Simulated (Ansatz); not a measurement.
# Sn2TeO (built on the sites of a database entry of SnO): the cell at rest

Task: relax Sn2TeO (built on the sites of a database entry of SnO) tightly.

Main program and level: Ansatz 0.2.0; DFT PBEsol, scalar-relativistic, plane waves, PAW.

The structure was built from a prototype and need not be the compound's stable phase.

### Step 1. The structure

It takes space group P-4m2 (No. 115, tetragonal). The conventional cell has a = 4.150 Å, b = 4.150 Å, c = 5.289 Å, α = 90.00°, β = 90.00°, γ = 90.00°. Nearest to Sn lie 2 Te at 2.42 Å and 2 O at 2.42 Å. O has 4 Sn at 2.42 Å nearest. Nearest to Te lie 4 Sn at 2.42 Å. Farther neighbours and most contacts between anions are not listed.

### Step 2. A coarse first look

A quick single point on a coarse mesh tells whether the cell has a gap and how far it is from rest, which sets the k mesh and smearing that follow.

File input.yaml:

```yaml
crystal:
  lattice:
    - [4.15014, 0.0, 0.0]
    - [0.0, 4.15014, 0.0]
    - [0.0, 0.0, 5.28879]
  atoms:
    - { symbol: Sn, position: [0.5, 0.0, 0.2369] }
    - { symbol: Sn, position: [0.0, 0.5, 0.7631] }
    - { symbol: O, position: [0.0, 0.0, 0.0] }
    - { symbol: Te, position: [0.5, 0.5, 0.0] }
kpoints:
  mp_grid: { grid: [4, 4, 4] }
hamiltonian:
  xc: pbesol
scf:
  occupations: { method: gaussian, width: 0.1 }
output:
  forces: true
  stress: true
  eigenvalues: true
```

On the command line:

```console
> ansatz run input.yaml --threads 4 --pin off --max-ram 14336MiB --backend cpu --events-out ev --progress --plain --runs-dir out
```

Numbers of over 12 decimals in the logs are rounded to 6 here.

The log of the run:

```text
Engine: ansatz 0.2.0, aarch64-unknown-linux-gnu
Pseudopotentials: kind: paw
Pseudopotential: Sn, paw, valence charge 14, recommended cutoff 420 eV (normal), Sn.paw.azcp
Pseudopotential: O, paw, valence charge 6, recommended cutoff 420 eV (normal), O.paw.azcp
Pseudopotential: Te, paw, valence charge 16, recommended cutoff 420 eV (normal), Te.paw.azcp
Functional definition: PBEsol
  exchange = pbesol_x
[...]
k-point 0: bands = [... 21 lower, 7.9573, 8.3964, 8.3964, 9.5696, 12.2455, 12.9238, 13.2950, 13.2950, ... 1 higher]
  k-point 1: bands = [... 21 lower, 7.9153, 8.3762, 8.3762, 9.6549, 11.0857, 12.4946, 12.4946, 13.2942, ... 1 higher]
  k-point 2: bands = [... 21 lower, 8.2487, 8.3522, 8.3522, 9.1047, 10.2187, 12.0092, 12.0092, 13.5767, ... 1 higher]
  k-point 17: bands = [... 21 lower, 7.2643, 7.2643, 9.5807, 9.5807, 12.0568, 12.4361, 15.6401, 15.9055, ... 1 higher]
[key lines of the parts left out:]
SCF converged after 7 iterations
Free energy (F): -19356.320457 eV
Fermi energy:    10.534566 eV
P = ⅓ Tr σ = 30.3908 GPa (303.908 kbar)
```

Run time: 1.6 s. Hardware: 4 threads of Arm Neoverse V1, shared host; peak memory 0.3 GiB.

Numbers from this step:

| Property | Result |
| --- | --- |
| pressure | 30.39 GPa |
| volume per atom | 22.77 Å³ |
| gap on the k-mesh | 0 eV |

The coarse mesh shows no gap and a pressure of 30.4 GPa.

### Step 3. Coarse relaxation

A rough relaxation comes first, because large forces or stress need no tight tolerances yet.

input.yaml, as its differences from that of step 2:

```diff
@@ -11,3 +11,3 @@
 kpoints:
-  mp_grid: { grid: [4, 4, 4] }
+  mp_grid: { grid: [6, 6, 4] }
 hamiltonian:
@@ -20 +20,6 @@
   eigenvalues: true
+relax:
+  adjacent_minimum: "off"
+  f_tol: 0.05
+  max_steps: 80
+  cell: { stress_tol: 0.5 }
```

The log of the run:

```text
[...]
Crystal: 4 atoms, lattice volume = 91.092 Å³
Basis set: ecut = 420 eV, 1769 PW (Γ), exchange–correlation on 60×60×72 points (8 copies of the dense FFT grid, shifted against one another)
Bands: 30, of which v1, the nominal top of the filled ones, is band 25 counted from 1 (24 counted from 0)
Symmetry: 8 space group operations
[...]
k-points: 30 of 144 (time reversal used)
[...]
F+E_penalty+E_count = -19359.37602416 eV   max|allowed force component| = 4.375e-2 eV/Å   (the final SCF, on the basis selected at the relaxed cell)
  cell:  # Å, volume = 98.2534 Å³
    - [4.671372, 0.0, 0]
    - [0.0, 4.671372, 0.0]
    - [0, 0.0, 4.502550]
  atoms:
    - { symbol: Sn, position: [0.5, 0.0, 0.329982] }
    - { symbol: Sn, position: [0, 0.5, 0.670018] }
    - { symbol: O, position: [0, 0.0, 3.280000673077976e-19] }
    - { symbol: Te, position: [0.5, 0.5, 3.280000673077976e-19] }
[key lines of the parts left out:]
SCF converged after 6 iterations
Free energy (F): -19359.376024 eV
Fermi energy:    8.929886 eV
P = ⅓ Tr σ = -0.1661 GPa (-1.661 kbar)
```

It took 22 s on 4 threads; peak memory 0.34 GiB; 82 s of CPU time.

Step by step:

| step | energy less that of the first step (eV) | largest force component (eV/Å) | pressure (GPa) | volume (Å³) |
| --- | --- | --- | --- | --- |
| 1 | 0.0000 | 5.6958 | 30.20 | 91.09 |
| 2 | -2.4287 | 1.8806 | 8.98 | 99.25 |
| 3 | -2.8392 | 0.5771 | 3.13 | 98.39 |
| 4 | -2.9524 | 0.1734 | 0.90 | 99.58 |
| 5 | -2.9988 | 0.0814 | 0.28 | 98.61 |
| 6 | -3.0099 | 0.0383 | 0.35 | 96.85 |
| 7* | -3.0464 | 0.0399 | 0.76 | 96.85 |
| 8 | -3.0561 | 0.0434 | -0.19 | 98.25 |
| 9* | -3.0595 | 0.0438 | -0.17 | 98.25 |

Relaxation steps marked * repeat the geometry before them on a plane-wave basis chosen anew for their cell, so energy and pressure can jump there.

Forces are held to the 8 operations that the run works with; a distortion that breaks them can't arise in this run.

| cell as run | before | after | change |
| --- | --- | --- | --- |
| a (Å) | 4.150 | 4.671 | +12.6 % |
| b (Å) | 4.150 | 4.671 | +12.6 % |
| c (Å) | 5.289 | 4.503 | -14.9 % |
| volume (Å³/atom) | 22.77 | 24.56 | +7.9 % |

The atoms that moved most (Å, as changes of fractional coordinates times the final cell):

| atom | dx | dy | dz | length |
| --- | --- | --- | --- | --- |
| Sn2 | 0.000 | 0.000 | -0.419 | 0.419 |
| Sn1 | 0.000 | 0.000 | 0.419 | 0.419 |

Final coordinates:

```xyz
4
Lattice="4.6714 0.0000 0.0000 0.0000 4.6714 0.0000 0.0000 0.0000 4.5025" Properties=species:S:1:pos:R:3 pbc="T T T"
Sn    2.3357    0.0000    1.4858
Sn    0.0000    2.3357    3.0168
O     0.0000    0.0000    0.0000
Te    2.3357    2.3357    0.0000
```

This step gave:

* pressure: -0.1661 GPa
* volume per atom: 24.56 Å³

In this step the volume went from 22.77 to 24.56 Å³/atom.

### Step 4. Relaxation

The cell and atoms are relaxed, since residual forces and stress would shift the frequencies.

input.yaml, the sections that differ from step 3:

```yaml
crystal:
  lattice:
    - [4.6713717778, 0.0, 0.0]
    - [0.0, 4.6713717778, 0.0]
    - [0.0, 0.0, 4.5025495633]
  atoms:
    - { symbol: Sn, position: [0.5, 0.0, 0.3299819821] }
    - { symbol: Sn, position: [0.0, 0.5, 0.6700180179] }
    - { symbol: O, position: [0.0, 0.0, 0.0] }
    - { symbol: Te, position: [0.5, 0.5, 0.0] }
kpoints:
  mp_grid: { grid: [10, 10, 10] }
relax:
  adjacent_minimum: "off"
  f_tol: 0.005
  max_steps: 80
  cell: { stress_tol: 0.05 }
# hamiltonian, scf, output: as in step 3
```

The log of the run:

```text
[...]
Crystal: 4 atoms, lattice volume = 98.253 Å³
Basis set: ecut = 420 eV, 1911 PW (Γ), exchange–correlation on 64×64×64 points (8 copies of the dense FFT grid, shifted against one another)
Bands: 30, of which v1, the nominal top of the filled ones, is band 25 counted from 1 (24 counted from 0)
Symmetry: 8 space group operations
[...]
k-points: 126 of 1000 (time reversal used)
[...]
SCF iter   1: F=—  HF=-19359.393188 eV  |F-HF|=—  |Δ(HF+E_count)|=         —  Δρ=1.06e-2  dr2=1.15e-1  ethr=1.77e-3  ⟨swp⟩=7.0  Hψ=17415  notcnv=0
[...]
SCF iter   8: F=-19359.372977 eV  HF=-19359.372977 eV  |F-HF|=2.77e-8  |Δ(HF+E_count)|=   9.33e-8  Δρ=5.62e-6  dr2=4.66e-8  ethr=2.00e-10  ⟨swp⟩=9.7  Hψ=18039  notcnv=0
SCF 1 converged in 8 iterations: F = -19359.372977 eV  dr2 = 4.66e-8
[...]
relax step   1: F+E_penalty+E_count = -19359.37297677 eV  Δ(F+E_penalty+E_count) = +0.000e0 eV  max|allowed force component| = 2.935e-2 eV/Å  Δτ_max = 0.0000 Å  P = -0.199 GPa  Ω = 98.253 Å³  (8 SCF iters, dr2 threshold 1.00e-7 eV, accepted)
Crystal: 4 atoms, lattice volume = 96.219 Å³
Basis set: ecut = 420 eV, 1887 PW (Γ), exchange–correlation on 64×64×64 points (8 copies of the dense FFT grid, shifted against one another)
[...]
SCF iter   6: F=-19359.373799 eV  HF=-19359.373799 eV  |F-HF|=4.71e-8  |Δ(HF+E_count)|=   1.01e-7  Δρ=5.27e-6  dr2=8.69e-8  ethr=3.67e-10  ⟨swp⟩=7.2  Hψ=17398  notcnv=0
SCF 2 converged in 6 iterations: F = -19359.373799 eV  dr2 = 8.69e-8
relax step   2: F+E_penalty+E_count = -19359.37379932 eV  Δ(F+E_penalty+E_count) = -8.225e-4 eV  max|allowed force component| = 7.557e-2 eV/Å  Δτ_max = 0.0428 Å  P = +0.150 GPa  Ω = 96.219 Å³  energy of the carried Pulay correction = +2.257e-3 eV  (6 SCF iters, dr2 threshold 1.84e-7 eV, rejected (line search))
Crystal: 4 atoms, lattice volume = 97.397 Å³
[...]
SCF iter  10: F=-19359.375056 eV  HF=-19359.375056 eV  |F-HF|=3.64e-12  |Δ(HF+E_count)|=  1.46e-11  Δρ=5.07e-8  dr2=4.71e-12  ethr=1.00e-12  ⟨swp⟩=5.0  Hψ=13784  notcnv=0
SCF 3 converged in 10 iterations: F = -19359.375056 eV  dr2 = 4.71e-12
relax step   3: F+E_penalty+E_count = -19359.37505553 eV  Δ(F+E_penalty+E_count) = -2.079e-3 eV  max|allowed force component| = 2.091e-3 eV/Å  Δτ_max = 0.0148 Å  P = -0.003 GPa  Ω = 97.397 Å³  energy of the carried Pulay correction = +9.439e-4 eV  (10 SCF iters, accepted)
[...]
SCF iter   8: F=-19359.374121 eV  HF=-19359.374121 eV  |F-HF|=0.00e0  |Δ(HF+E_count)|=  3.64e-12  Δρ=1.36e-9  dr2=4.00e-15  ethr=1.00e-12  ⟨swp⟩=2.3  Hψ=11001  notcnv=0
SCF 4 converged in 8 iterations: F = -19359.374121 eV  dr2 = 4.00e-15
relax step   4: F+E_penalty+E_count = -19359.37412094 eV  Δ(F+E_penalty+E_count) = +9.346e-4 eV  max|allowed force component| = 2.122e-3 eV/Å  Δτ_max = 0.0000 Å  P = -0.016 GPa  Ω = 97.397 Å³  stress off target by 3.67e-2 GPa  SCF on the basis re-selected at this cell (its energy is not comparable with the rows above)  (8 SCF iters)
basis re-selected at this cell: Δ(F+E_penalty+E_count) = +9.346e-4 eV, ΔP = -0.013 GPa vs the last step (what re-selecting the basis moved, of the pressure what is left beyond the Pulay correction that the steps carried, after the strain that the cell walked since its last selection, with what the two solves' SCF thresholds leave and, on support functions, any second-order correction that the steps lacked; it is no m [...]
SCF converged after 8 iterations
Free energy (F): -19359.374121 eV
[...]
Internal energy: -19359.371197 eV  (E = F + TS)
E sigma→0 (E₀):  -19359.372659 eV
Entropy (-TS):   -0.002924 eV (-0.731 meV/atom)
Fermi energy:    8.997930 eV
[...]
--- Forces (eV/Å), atoms counted from 1 ---
  atom   1  Sn    -0.00000000    -0.00000000     0.00212174
  atom   2  Sn     0.00000000     0.00000000    -0.00212174
  atom   3  O      0.00000000    -0.00000000    -0.00000000
  atom   4  Te     0.00000000     0.00000000     0.00000000
  max |Σ_I F_I| component: 2.95e-17 eV/Å
--- Stress (GPa, compression-positive) ---
       -0.036749      -0.000000      -0.000000
       -0.000000      -0.036749       0.000000
       -0.000000       0.000000       0.025960
  P = ⅓ Tr σ = -0.0158 GPa (-0.158 kbar)
--- Band table (eV; the first three rows and the last of 126) ---
  k-point 0: bands = [... 21 lower, 7.3995, 7.9206, 7.9512, 7.9512, 10.4217, 12.0393, 12.0393, 12.6909, ... 1 higher]
  k-point 1: bands = [... 21 lower, 7.5396, 7.8478, 7.9506, 7.9506, 10.3685, 11.5567, 11.5567, 12.4308, ... 1 higher]
  k-point 2: bands = [... 21 lower, 7.6778, 7.9243, 7.9390, 7.9390, 10.0585, 10.7557, 10.7557, 12.0431, ... 1 higher]
  k-point 125: bands = [... 21 lower, 5.3746, 5.7844, 8.7497, 8.7497, 10.6845, 12.1002, 14.7058, 15.0281, ... 1 higher]
--- Relaxed structure (3 steps of the walk, 2 accepted, 1 SCFs on fresh bases) ---
[...]
cell:  # Å, volume = 97.3973 Å³
    - [4.654655, 0, -1.1870707807998097e-18]
    - [0, 4.654655, 0]
    - [-1.1441703379501828e-18, 0, 4.495435]
  atoms:
    - { symbol: Sn, position: [0.5, 0, 0.333278] }
    - { symbol: Sn, position: [0, 0.5, 0.666722] }
    - { symbol: O, position: [0, 0, 0] }
    - { symbol: Te, position: [0.5, 0.5, 0] }
```

Run time: 43 s. Hardware: 4 threads; peak memory 0.57 GiB; 2.8 min of CPU time.

The steps of the relaxation:

| step | energy less that of the first step (eV) | largest force component (eV/Å) | pressure (GPa) | volume (Å³) |
| --- | --- | --- | --- | --- |
| 1 | 0.0000 | 0.0294 | -0.20 | 98.25 |
| 2 | -0.0008 | 0.0756 | 0.15 | 96.22 |
| 3 | -0.0021 | 0.0021 | 0.00 | 97.40 |
| 4* | -0.0011 | 0.0021 | -0.02 | 97.40 |

Relaxation steps marked * repeat the geometry before them on a plane-wave basis chosen anew for their cell, so energy and pressure can jump there. Relaxation step 2 was tried and not accepted.

Forces are held to the 8 operations that the run works with; a distortion that breaks them can't arise in this run.

| conventional cell, symmetrised | before | after | change |
| --- | --- | --- | --- |
| a (Å) | 4.671 | 4.655 | -0.4 % |
| b (Å) | 4.671 | 4.655 | -0.4 % |
| c (Å) | 4.503 | 4.495 | -0.2 % |
| volume (Å³/atom) | 24.56 | 24.35 | -0.9 % |

The atoms that moved most (Å, as changes of fractional coordinates times the final cell):

| atom | dx | dy | dz | length |
| --- | --- | --- | --- | --- |
| Sn1 | 0.000 | 0.000 | 0.015 | 0.015 |
| Sn2 | 0.000 | 0.000 | -0.015 | 0.015 |

The relaxed structure:

```cif
data_structure
_symmetry_space_group_name_H-M 'P 1'
_symmetry_Int_Tables_number 1
_cell_length_a 4.6547
_cell_length_b 4.6547
_cell_length_c 4.4954
_cell_angle_alpha 90.000
_cell_angle_beta 90.000
_cell_angle_gamma 90.000
_cell_volume 97.40
loop_
_atom_site_label
_atom_site_type_symbol
_atom_site_fract_x
_atom_site_fract_y
_atom_site_fract_z
_atom_site_occupancy
Sn1 Sn 0.50000 0.00000 0.33328 1
Sn2 Sn 0.00000 0.50000 0.66672 1
O3 O 0.00000 0.00000 0.00000 1
Te4 Te 0.50000 0.50000 0.00000 1
```

This step gave:

```yaml
pressure: -0.01585 GPa
volume_per_atom: 24.35 Å³
```

In this step the volume went from 24.56 to 24.35 Å³/atom.

### Step 5. Relaxing to small forces for the phonons

Phonons need a cell at rest on their own settings, so the relaxation is repeated with tight tolerances on forces and stress on the k mesh and occupations of the first response run.

File input.yaml:

```yaml
crystal:
  lattice:
    - [4.6546550468, 0.0, 0.0]
    - [0.0, 4.6546550468, 0.0]
    - [0.0, 0.0, 4.4954348668]
  atoms:
    - { symbol: Sn, position: [0.5, 0.0, 0.3332775799] }
    - { symbol: Sn, position: [0.0, 0.5, 0.6667224201] }
    - { symbol: O, position: [0.0, 0.0, 0.0] }
    - { symbol: Te, position: [0.5, 0.5, 0.0] }
kpoints:
  mp_grid: { grid: [12, 12, 12] }
hamiltonian:
  xc: pbesol
scf:
  occupations: { method: methfessel_paxton, width: 0.2 }
output:
  forces: true
  stress: true
  eigenvalues: true
relax:
  adjacent_minimum: "off"
  f_tol: 0.001
  max_steps: 60
  cell: { stress_tol: 0.01 }
```

The log of the run:

```text
[...]
Crystal: 4 atoms, lattice volume = 97.397 Å³
Basis set: ecut = 420 eV, 1887 PW (Γ), exchange–correlation on 64×64×64 points (8 copies of the dense FFT grid, shifted against one another)
Bands: 30, of which v1, the nominal top of the filled ones, is band 25 counted from 1 (24 counted from 0)
Symmetry: 8 space group operations
[...]
k-points: 196 of 1728 (time reversal used)
[...]
--- Relaxed structure (3 steps of the walk, 2 accepted, 1 SCFs on fresh bases) ---
[...]
cell:  # Å, volume = 97.4379 Å³
    - [4.654596, 0.0, 0]
    - [0.0, 4.654596, 0.0]
    - [0, 0.0, 4.497427]
  atoms:
    - { symbol: Sn, position: [0.5, 0.0, 0.332875] }
    - { symbol: Sn, position: [0, 0.5, 0.667125] }
    - { symbol: O, position: [0, 0.0, 0] }
    - { symbol: Te, position: [0.5, 0.5, 0.0] }
[key lines of the parts left out:]
SCF converged after 6 iterations
Free energy (F): -19359.372061 eV
Fermi energy:    8.970286 eV
P = ⅓ Tr σ = -0.0007 GPa (-0.007 kbar)
```

Run time: 63 s. Hardware: 4 threads; peak memory 0.7 GiB; 4.2 min of CPU time.

Little changed from the start: no atom moved by 0.005 Å and no cell edge by 0.1 %.

Numbers from this step:

```yaml
pressure: -6.64e-4 GPa
volume_per_atom: 24.36 Å³
```

The largest force component left is 0.12 meV/Å and the pressure is -0.001 GPa, within the tolerances set. The cell now holds 24.36 Å³/atom.

### Step 6. Summary of results

```
space group after relaxation (within 0.01 Å) : P-4m2
lattice constant a                           : 4.655 Å
lattice constant b                           : 4.655 Å
lattice constant c                           : 4.497 Å
volume per atom                              : 24.4 Å³
```

What this shows: The largest force component left is 0.12 meV/Å and the pressure is -0.001 GPa, within the tolerances set. The cell now holds 24.36 Å³/atom. The relaxation keeps the symmetry of its start, so it says nothing on stability against lower symmetry. Spin-orbit coupling is left out, which can matter for the heavy elements here. The starting cell was built on a prototype and not taken from a measurement, so the phase need not exist.

[Logs are printed without paths, hosts, clocks, repeated set-up lines and the standing remarks that a program may print on its own settings, such as how far it seeks lower states.]

[Hosts, paths, dates, database ids (printed as entryN), source tags and the programs' standing remarks are cut or masked in the printed files.]
